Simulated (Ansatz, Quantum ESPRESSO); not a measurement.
# Au (fcc): bulk modulus from a few volumes

How stiff is fcc Au under hydrostatic load? Each row relaxes cell and atoms at a set pressure. The phase is followed to these pressures whether or not it stays the stable one.

Calculated with Quantum ESPRESSO 7.5, PBEsol, GBRV 1.5 ultrasoft potentials, cutoff 680 eV, Fermi–Dirac smearing 0.05 eV, k-mesh 18×18×18, no spin polarisation, no spin-orbit coupling.

Reference cell, relaxed at zero pressure with PBEsol (Fm-3m): a = 2.8852 Å, b = 2.8852 Å, c = 2.8852 Å, α = 60.00°, β = 60.00°, γ = 60.00°.

```
atom       x       y       z
  Au  0.0000  0.0000  0.0000
```

| V (Å³/atom) | V/V0 | P (GPa) | E − E0 (meV/atom) |
| --- | --- | --- | --- |
| 17.3975 | 1.0244 | −3.995 | 5.2 |
| 16.5405 | 0.9740 | 5.004 | 6.8 |
| 16.1677 | 0.9520 | 9.980 | 24.2 |
| 15.8421 | 0.9328 | 14.969 | 49.6 |
| 15.0565 | 0.8866 | 29.961 | 158.1 |

V0 = 16.9826 Å³ an atom, where the residual pressure P0 is −0.014 GPa. **Question.** Fit the Birch–Murnaghan law and give the pressure and the energy at V = 15.5519 Å³ an atom, a row left out above.

With the Eulerian strain f = ½[(V0/V)^(2/3) − 1] and F = (P − P0)/[3f(1 + 2f)^(5/2)], the third-order law is the line F = B0 + (3/2) B0 (B′ − 4) f.

| f | F (GPa) |
| --- | --- |
| 0.04178 | 195.67 |
| 0.02372 | 187.53 |
| 0.01666 | 184.19 |
| 0.00887 | 180.46 |
| −0.00798 | 173.09 |

A straight line through the 5 rows: the means are 0.01661 for f and 184.19 for F, Σ(Δx)² = 0.001349 and ΣΔxΔy = 0.6145, so the slope is 0.6145/0.001349 = 455.65 and the intercept 184.19 − (455.65)(0.01661) = 176.62.

Hence B0 = 176.6 GPa and B′ = 4 + (455.7)/(1.5 × 176.6) = 5.72. For the withheld volume f = 0.03021, F = 190.39 GPa and P = 19.97 GPa. The run itself gives 19.98 GPa, so the estimate misses by 0.01 GPa, a rounding's worth.

Integrating the same law gives E − E0 = (9/2) B0 V0 f²[1 + (B′ − 4) f] + P0(V0 − V), with 1 GPa Å³ = 6.2415 meV: 80.8 meV an atom. The run itself gives 81.2 meV, so the estimate misses by 0.4 meV; the fitted rows themselves lie up to 0.7 meV off the law.

The same fit over all rows at other levels or in other programs gives B0 = 175 GPa with PBEsol (Ansatz).

Measured bulk modulus: 166 GPa (arxiv:2302.10659), against 177 GPa here (+6 %).

The calculation is for a static lattice, while measurements hold thermal and zero-point motion.

[Logs are printed without paths, hosts, clocks, repeated set-up lines and the standing remarks that a program may print on its own settings, such as how far it seeks lower states.]
